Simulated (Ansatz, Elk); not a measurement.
**Ge2Rh2W: X-ray structure factors from the self-consistent density**

Structure refinements treat a crystal as free atoms side by side. For a made-up structure of Ge2Rh2W (cell and positions from a PBE relaxation) the runs below show what the calculated density changes in F(hkl).

Method: DFT, PBE, all-electron APW+lo, Dirac cores, scalar-relativistic bands, static density, no spin, in Elk 11.2.3 (patched build).

The structure was built from a prototype and need not be the compound's stable phase.

## Step 1: The structure

The structure is tetragonal, space group I4/mmm (No. 139). Conventional cell: a = 3.871 Å, b = 3.871 Å, c = 10.535 Å, α = 90.00°, β = 90.00°, γ = 90.00°. Nearest to W lie 8 Ge at 2.99 Å and 8 Rh at 3.27 Å. Rh has 4 Ge at 2.41 Å and 4 Rh at 2.74 Å and 4 W at 3.27 Å nearest. Ge has 1 Ge at 2.38 Å and 4 Rh at 2.41 Å and 4 W at 2.99 Å nearest. Farther neighbours are not listed.

## Step 2: Ground state and structure factors

An all-electron density is needed, since X-rays see the cores too. Task 0 finds the density and task 195 Fourier-transforms it; tshift is off so that phases refer to the origin typed.

elk.in

```
tasks
  0
  195

xctype
  20

spinpol
  .false.

rgkmax
  7.0

gmaxvr
  14.0

lmaxo
  7

lmaxapw
  8

swidth
  0.002

tshift
  .false.

ramdisk
  .false.

hmaxvr
  5.5

maxscl
  120

epspot
  1e-06

sppath
  './'

avec
  -3.65737665696 3.65737665696 9.95371240403
  3.65737665696 -3.65737665696 9.95371240403
  3.65737665696 3.65737665696 -9.95371240403

atoms
  3
  'W.in'
  1
  0.0000000000 0.0000000000 0.0000000000   0.000000 0.000000 0.000000
  'Rh.in'
  2
  0.2500000000 0.7500000000 0.5000000000   0.000000 0.000000 0.000000
  0.7500000000 0.2500000000 0.5000000000   0.000000 0.000000 0.000000
  'Ge.in'
  2
  0.3869230357 0.3869230357 0.0000000000   0.000000 0.000000 0.000000
  0.6130769643 0.6130769643 0.0000000000   0.000000 0.000000 0.000000

ngridk
  8 8 8
```

Started as:

```
$ OMP_NUM_THREADS=4 elk
```

Numbers of over 12 decimals in the logs are rounded to 6 here.

What it wrote:

```text
┌─────────────────────────┐
│ Elk code version 11.2.3 │
└─────────────────────────┘

All units are atomic (Hartree, Bohr, etc.)

┌─────────────────────────────────────────────────┐
│ Ground-state run starting from atomic densities │
└─────────────────────────────────────────────────┘

Lattice vectors :
  -3.657376657       3.657376657       9.953712404
   3.657376657      -3.657376657       9.953712404
   3.657376657       3.657376657      -9.953712404

Reciprocal lattice vectors :
  0.1898623555E-16  0.8589743273      0.3156201954
  0.8589743273      0.1898623555E-16  0.3156201954
  0.8589743273      0.8589743273     -0.6657623676E-17

Unit cell volume      :    532.5795141
Brillouin zone volume :   0.4657524499

Muffin-tin inner radius fraction :   0.1000000000E-01

Nuclei treated as point charges

Species : 1 (W)
 parameters loaded from : W.in
 name : tungsten
 nuclear charge    :   -74.00000000
 electronic charge :    74.00000000
 atomic mass :    335119.8193
 muffin-tin radius :    2.800000000
 number of radial points in muffin-tin :   1393
 inner part over the whole radius :   0.9904299836E-02
 number on inner part of muffin-tin    :    999
 approximate nuclear radius :   0.1010025921E-03
 number of mesh points to nuclear radius :    520
 atomic positions (lattice), magnetic fields (Cartesian) :
  1 :   0.00000000  0.00000000  0.00000000    0.00000000  0.00000000  0.00000000

Species : 2 (Rh)
 parameters loaded from : Rh.in
 name : rhodium
 nuclear charge    :   -45.00000000
 electronic charge :    45.00000000
 atomic mass :    187585.2511
 muffin-tin radius :    2.345924473
 number of radial points in muffin-tin :   1193
 inner part over the whole radius :   0.9961859292E-02
 number on inner part of muffin-tin    :    847
 approximate nuclear radius :   0.8524867730E-04
 number of mesh points to nuclear radius :    426
 atomic positions (lattice), magnetic fields (Cartesian) :
  1 :   0.25000000 -0.25000000  0.50000000    0.00000000  0.00000000  0.00000000
  2 :  -0.25000000  0.25000000  0.50000000    0.00000000  0.00000000  0.00000000

Species : 3 (Ge)
 parameters loaded from : Ge.in
 name : germanium
 nuclear charge    :   -32.00000000
 electronic charge :    32.00000000
 atomic mass :    132414.6196
 muffin-tin radius :    2.165468744
 number of radial points in muffin-tin :    993
 inner part over the whole radius :   0.9893346265E-02
 number on inner part of muffin-tin    :    700
 approximate nuclear radius :   0.7637961215E-04
 number of mesh points to nuclear radius :    342
 atomic positions (lattice), magnetic fields (Cartesian) :
  1 :   0.38692304  0.38692304  0.00000000    0.00000000  0.00000000  0.00000000
  2 :  -0.38692304 -0.38692304  0.00000000    0.00000000  0.00000000  0.00000000

Total number of atoms per unit cell :    5
Total muffin-tin volume :    285.1804240
 ratio of muffin-tin to unit cell volume :   0.5354701345

Spin treatment :
 spin-unpolarised

Number of Bravais lattice symmetries :   16
Number of crystal symmetries         :   16
Crystal has inversion symmetry
Real symmetric eigensolver will be used

k-point grid :      8     8     8
k-point offset :    0.000000000       0.000000000       0.000000000
k-point set is reduced with full crystal symmetry group
Total number of k-points :       59

Muffin-tin radius times maximum |G+k| :    7.000000000
 using average radius
Maximum |G+k| for APW functions       :    2.960385032
Maximum (1/2)|G+k|²                   :    4.381939770
Maximum |G| for potential and density :    14.00000000
Constant for pseudocharge density :   10
 order of it for each species :   17  17  17
 order of it for pair densities of each species (exact exchange by exxq0 0: 18) :   14   9   7
Radial integration step length :    1

G-vector grid sizes :     50    50    50
Number of G-vectors :    24633

Maximum angular momentum used for
 APW functions            :    8
 outer part of muffin-tin :    7
 inner part of muffin-tin :    2

Total nuclear charge    :   -228.0000000
[...]
correlation                 :     -12.486999563147
 electron entropic           :    -0.12734457188835E-02
 total energy                :     -29936.425776977

Density of states at Fermi energy :    93.49688428
 (states/Hartree/unit cell)

Estimated indirect band gap :   0.5693872493E-03
 from k-point 49 to k-point 25
Estimated direct band gap   :   0.2600913551E-02
 at k-point 3

Charges :
 core                        :    138.0000000
 valence                     :    90.00000000
 interstitial                :    9.064427507
 muffin-tins (core leakage)
  species : 1 (W)
   atom 1                    :    71.51475797     ( -0.2337260767E-06)
  species : 2 (Rh)
[...]
species : 3 (Ge)
[...]
total in muffin-tins        :    218.9355725
 total calculated charge     :    227.9968372
 total charge                :    228.0000000
 error                       :   0.3162817524E-02

RMS change in Kohn-Sham potential (target) :   0.2036182610     (  0.1000000000E-05)
Absolute change in total energy (target)   :   0.2164140913     (  0.1000000000E-03)

[... loops 3 to 15 left out ...]

┌──────────────────┐
│ Loop number : 16 │
└──────────────────┘

Energies :
 Fermi                       :     0.383552
 sum of occupied eigenvalues :     -18016.512903681
 electron kinetic            :      32476.546863431
 core electron kinetic       :      31220.674235000
 Coulomb                     :     -61648.324446471
 Coulomb potential           :     -49497.138523372
 nuclear-nuclear             :     -3341.5066421061
 electron-nuclear            :     -67202.714729934
 Hartree                     :      8895.8969255695
 Madelung                    :     -36899.755184785
 xc potential                :     -995.92124373979
 exchange                    :     -750.50491904878
 correlation                 :     -12.483168504596
 electron entropic           :    -0.14989153809443E-02
 total energy                :     -29934.767169509

Density of states at Fermi energy :    111.0008594
 (states/Hartree/unit cell)

Estimated indirect band gap :   0.6741620234E-03
 from k-point 46 to k-point 25
Estimated direct band gap   :   0.1825369943E-02
 at k-point 3

Charges :
 core                        :    138.0000000
 valence                     :    90.00000000
 interstitial                :    8.442239336
 muffin-tins (core leakage)
  species : 1 (W)
[...]
species : 2 (Rh)
[...]
species : 3 (Ge)
[...]
total in muffin-tins        :    219.5577607
 total calculated charge     :    227.9968327
 total charge                :    228.0000000
 error                       :   0.3167338180E-02

RMS change in Kohn-Sham potential (target) :   0.1102285980E-06 (  0.1000000000E-05)
Absolute change in total energy (target)   :   0.5834328113E-04 (  0.1000000000E-03)

Convergence targets achieved

┌──────────────────┐
│ Loop number : 17 │
└──────────────────┘

Energies :
 Fermi                       :     0.383552
 sum of occupied eigenvalues :     -18016.512915810
 electron kinetic            :      32476.546857649
 core electron kinetic       :      31220.674239194
 Coulomb                     :     -61648.324448927
 Coulomb potential           :     -49497.138529134
 nuclear-nuclear             :     -3341.5066421061
 electron-nuclear            :     -67202.714729445
 Hartree                     :      8895.8969226241
 Madelung                    :     -36899.755184360
 xc potential                :     -995.92124432516
 exchange                    :     -750.50491890167
 correlation                 :     -12.483168500204
 electron entropic           :    -0.14989154778203E-02
 total energy                :     -29934.767177595

Density of states at Fermi energy :    111.0008618
 (states/Hartree/unit cell)

Estimated indirect band gap :   0.6741741559E-03
 from k-point 46 to k-point 25
Estimated direct band gap   :   0.1825379027E-02
 at k-point 3

Charges :
 core                        :    138.0000000
 valence                     :    90.00000000
 interstitial                :    8.442239292
 muffin-tins (core leakage)
  species : 1 (W)
[...]
species : 2 (Rh)
[...]
atom 2                    :    43.49401042     ( -0.1992353127E-06)
  species : 3 (Ge)
   atom 1                    :    30.10128506     (  0.1279571131E-02)
   atom 2                    :    30.10128506     (  0.1279571131E-02)
 total in muffin-tins        :    219.5577607
 total calculated charge     :    227.9968327
 total charge                :    228.0000000
 error                       :   0.3167338105E-02

┌──────────────────────────────┐
│ Self-consistent loop stopped │
└──────────────────────────────┘

Warning : core states of species 3 leak from the muffin-tin :   0.1279571131E-02

Wrote STATE.OUT
```

Wall time 60 s (4 threads of Intel Xeon Platinum 8488C (Sapphire Rapids), shared host); peak memory 0.28 GiB; 3.4 min of CPU time.

SFACRHO.OUT:

```text

h k l indices transformed by vhmat matrix:
   1.000000000       0.000000000       0.000000000    
   0.000000000       1.000000000       0.000000000    
   0.000000000       0.000000000       1.000000000    

      h      k      l  multipl.   |H|            Re(F)            Im(F)           |F|

      0      0      0      1   0.0000000       228.00000      0.39063973E-16   228.00000    
      1      1     -1      2  0.63124039      -5.3673496      0.25868589E-13   5.3673496    
      0      1     -1      8  0.91512458       24.466170      -0.0000000       24.466170    
      0      0      1      4   1.2147731       42.091068     -0.23353587E-13   42.091068    
     -2     -2      2      2   1.2624808       86.499495      0.46193909E-13   86.499495    
      2      1     -1      8   1.2784295       90.385803      -0.0000000       90.385803    
      0      2     -1      8   1.3689917       140.54695     -0.29564102E-13   140.54695    
     -1      1      1      4   1.7179487       170.26409      0.22000034E-13   170.26409    
     -1     -3      2      8   1.7520079      -51.205268     -0.70214742E-13   51.205268    
     -3     -2      2      8   1.7967302       99.496506      -0.0000000       99.496506    
      2      0      0      8   1.8302492      0.31156394      -0.0000000      0.31156394    
     -3     -3      3      2   1.8937212      -25.473278     -0.88692306E-13   25.473278    
     -1      0      2     16   1.9464842       22.243432      -0.0000000       22.243432    
     -1     -3      1      8   2.1319487       72.570207      0.29564102E-13   72.570207    
      0      3     -2     16   2.1414316       76.651560      -0.0000000       76.651560    
      3      3     -2      8   2.2498564       92.671925     -0.36955127E-13   92.671925    
     -4     -3      3      8   2.3704485       41.378837      -0.0000000       41.378837    
      2     -2      0      4   2.4295463       146.83745     -0.19980063E-16   146.83745
```

Elk indexes on the primitive cell of elk.in and gives |H| = 4π sin θ/λ in inverse bohr. Below, one row stands for each form hkl of the conventional cell (m members, Friedel mates merged), F is for one primitive cell and the density is static (no thermal factor). Free-atom factors are Waasmaier and Kirfel's, and R is Σm||F|−|F'||/Σm|F|.

| hkl | m | sin θ/λ (Å⁻¹) | abs F, DFT | neutral atoms | diff. |
| --- | --- | --- | --- | --- | --- |
| 002 | 2 | 0.095 | 5.367 | 5.156 | +0.211 |
| 101 | 8 | 0.138 | 24.466 | 24.620 | -0.154 |
| 110 | 4 | 0.183 | 42.091 | 41.956 | +0.135 |
| 004 | 2 | 0.190 | 86.499 | 87.014 | -0.515 |
| 103 | 8 | 0.192 | 90.386 | 90.532 | -0.146 |
| 112 | 8 | 0.206 | 140.547 | 141.126 | -0.579 |
| 200 | 4 | 0.258 | 170.264 | 171.079 | -0.815 |
| 114 | 8 | 0.264 | 51.205 | 51.651 | -0.446 |
| 105 | 8 | 0.270 | 99.496 | 100.000 | -0.504 |
| 202 | 8 | 0.275 | 0.312 | 0.254 | +0.058 |
| 006 | 2 | 0.285 | 25.473 | 25.952 | -0.478 |
| 211 | 16 | 0.293 | 22.243 | 22.125 | +0.119 |
| 204 | 8 | 0.321 | 72.570 | 72.533 | +0.037 |
| 213 | 16 | 0.322 | 76.652 | 76.918 | -0.266 |

## Step 3: The highest occupied states alone

An energy window below the Fermi level keeps the highest occupied states, to see at which angles they scatter; shallow core shells can lie inside it and anion s states outside. No new self-consistency is needed.

elk.in: that of step 2 with these lines changed.

```diff
@@ -1,3 +1,2 @@
 tasks
-  0
   195
@@ -40,2 +39,5 @@
 
+wsfac
+  -0.057440 0.683550
+
 sppath
```

Started as:

```
$ OMP_NUM_THREADS=4 elk
```

What it wrote:

```text
┌─────────────────────────────────┐
│ Elk code version 11.2.3 started │
└─────────────────────────────────┘

Info(readinput): the functional depends on the density's gradient
 muffin-tin radial points multiplied by    2.00000
 (not where nrmtscf is given)

┌────────────────────┐
│ Current task : 195 │
└────────────────────┘
Info(checkmt): changed muffin-tin radius of species 2 (Rh) from   2.6000 to   2.3459
Info(checkmt): changed muffin-tin radius of species 3 (Ge) from   2.4000 to   2.1655

Info(sfacrho): density structure factors written to SFACRHO.OUT

 Energy window :  -0.5744000000E-01  0.6835500000

┌──────────────────┐
│ Elk code stopped │
└──────────────────┘
```

Wall time 8.7 s (4 threads); peak memory 0.16 GiB; 15 s of CPU time.

States within 12 eV below the Fermi level hold 31.87 electrons; any levels below the window count with the cores, and a count that is not whole means the window cuts a band. Their amplitudes can exceed the total, where window and core parts have opposite phase:

| hkl | sin θ/λ (Å⁻¹) | abs F, window | abs F, all |
| --- | --- | --- | --- |
| 002 | 0.095 | 9.625 | 5.367 |
| 101 | 0.138 | 0.022 | 24.466 |
| 110 | 0.183 | 5.212 | 42.091 |
| 004 | 0.190 | 7.133 | 86.499 |
| 103 | 0.192 | 1.664 | 90.386 |
| 112 | 0.206 | 7.296 | 140.547 |
| 200 | 0.258 | 4.185 | 170.264 |
| 114 | 0.264 | 3.454 | 51.205 |
| 105 | 0.270 | 0.068 | 99.496 |
| 202 | 0.275 | 3.196 | 0.312 |

## Step 4: Another functional

The difference from free atoms is small, so it is set against the change that LDA (Perdew-Wang) makes.

elk.in: that of step 3 with these lines changed.

```diff
@@ -1,2 +1,3 @@
 tasks
+  0
   195
@@ -4,3 +5,3 @@
 xctype
-  20
+  3
 
@@ -39,5 +40,2 @@
 
-wsfac
-  -0.057440 0.683550
-
 sppath
```

Started as:

```
$ OMP_NUM_THREADS=4 elk
```

What it wrote:

```text
┌─────────────────────────┐
│ Elk code version 11.2.3 │
└─────────────────────────┘

All units are atomic (Hartree, Bohr, etc.)

┌─────────────────────────────────────────────────┐
│ Ground-state run starting from atomic densities │
└─────────────────────────────────────────────────┘

Lattice vectors :
  -3.657376657       3.657376657       9.953712404
   3.657376657      -3.657376657       9.953712404
   3.657376657       3.657376657      -9.953712404

Reciprocal lattice vectors :
  0.1898623555E-16  0.8589743273      0.3156201954
[...]
species : 1 (W)
[...]
species : 2 (Rh)
[...]
species : 3 (Ge)
   atom 1                    :    30.12586078     (  0.1314686646E-02)
   atom 2                    :    30.12586078     (  0.1314686646E-02)
 total in muffin-tins        :    219.6240462
 total calculated charge     :    227.9967532
 total charge                :    228.0000000
 error                       :   0.3246779840E-02

┌──────────────────────────────┐
│ Self-consistent loop stopped │
└──────────────────────────────┘

Warning : core states of species 3 leak from the muffin-tin :   0.1314686646E-02

Wrote STATE.OUT
[key lines of the parts left out:]
total energy                :     -29910.411234468
```

The job ended after 37 s (4 threads; peak memory 0.21 GiB; 2.1 min of CPU time).

Against the first run R = 0.03 %; the largest change is -0.060 at 220.

## Step 5: Basis size

The basis and the expansions that go with it are enlarged, to see whether the differences are converged.

elk.in: that of step 4 with these lines changed.

```diff
@@ -5,3 +5,3 @@
 xctype
-  3
+  20
 
@@ -11,12 +11,12 @@
 rgkmax
-  7.0
+  8.5
 
 gmaxvr
-  14.0
+  18.0
 
 lmaxo
-  7
+  9
 
 lmaxapw
-  8
+  10
```

Started as:

```
$ OMP_NUM_THREADS=4 elk
```

What it wrote:

```text
┌─────────────────────────┐
│ Elk code version 11.2.3 │
└─────────────────────────┘

All units are atomic (Hartree, Bohr, etc.)

┌─────────────────────────────────────────────────┐
│ Ground-state run starting from atomic densities │
└─────────────────────────────────────────────────┘

Lattice vectors :
  -3.657376657       3.657376657       9.953712404
   3.657376657      -3.657376657       9.953712404
   3.657376657       3.657376657      -9.953712404

Reciprocal lattice vectors :
  0.1898623555E-16  0.8589743273      0.3156201954
[...]
species : 1 (W)
[...]
species : 2 (Rh)
[...]
species : 3 (Ge)
   atom 1                    :    30.10788193     (  0.1276680552E-02)
   atom 2                    :    30.10788193     (  0.1276680552E-02)
 total in muffin-tins        :    219.6202588
 total calculated charge     :    227.9973839
 total charge                :    228.0000000
 error                       :   0.2616117885E-02

┌──────────────────────────────┐
│ Self-consistent loop stopped │
└──────────────────────────────┘

Warning : core states of species 3 leak from the muffin-tin :   0.1276680552E-02

Wrote STATE.OUT
[key lines of the parts left out:]
total energy                :     -29934.818767636
```

Run time: 2.2 min. Hardware: 4 threads; peak memory 0.48 GiB.

Against the first run R = 0.01 %; the largest change is -0.028 at 008.

## Step 6: Settings against the effect

| run | R against the first run (%) | R against neutral atoms, low angle (%) | wall time |
| --- | --- | --- | --- |
| PBE, rgkmax 7 | 0.00 | 0.49 | 60 s |
| LDA (Perdew-Wang) | 0.03 | 0.51 | 37 s |
| rgkmax 8.5 with larger expansions | 0.01 | 0.49 | 2.2 min |

## Step 7: Summary of results

- R against neutral atoms, sin θ/λ < 0.3 Å⁻¹: 0.49 %
- R against neutral atoms, 0.3 to 0.83 Å⁻¹: 0.22 %

What this shows: Independent neutral atoms miss the calculated amplitudes by R = 0.49 % below 0.3 Å⁻¹ and 0.22 % from there to 0.83 Å⁻¹; by shells, 0.80 % below 0.15 Å⁻¹ (2 forms), 0.48 % 0.15 to 0.3 (10 forms), 0.20 % 0.3 to 0.45 (17 forms), 0.22 % above 0.45 (112 forms). Bonding, aspherical density and the tables' own atoms all enter these figures, and the runs don't part them. The largest change of an amplitude is -0.81 electrons, at 200. The window's part falls from 31.9 electrons at the origin to at most 0.53 between 0.45 and 0.83 Å⁻¹. Below 0.3 Å⁻¹ the changes that finished (LDA (Perdew-Wang) and rgkmax 8.5 with larger expansions) move F by R = 0.02 % at most, against the 0.49 % that separates it from free atoms. The k-mesh has no finished test. These runs have no spin, though d or f shells may be open. Spin-orbit coupling is left out, which can matter for elements this heavy. Part of the difference isn't bonding: the tables are fits to free atoms and ions calculated by other methods than this functional. Thermal motion, anomalous dispersion and extinction are left out.

[Logs are printed without paths, hosts, clocks, repeated set-up lines and the standing remarks that a program may print on its own settings, such as how far it seeks lower states.]

[Hosts, paths, dates, database ids (printed as entryN), source tags and the programs' standing remarks are cut or masked in the printed files.]
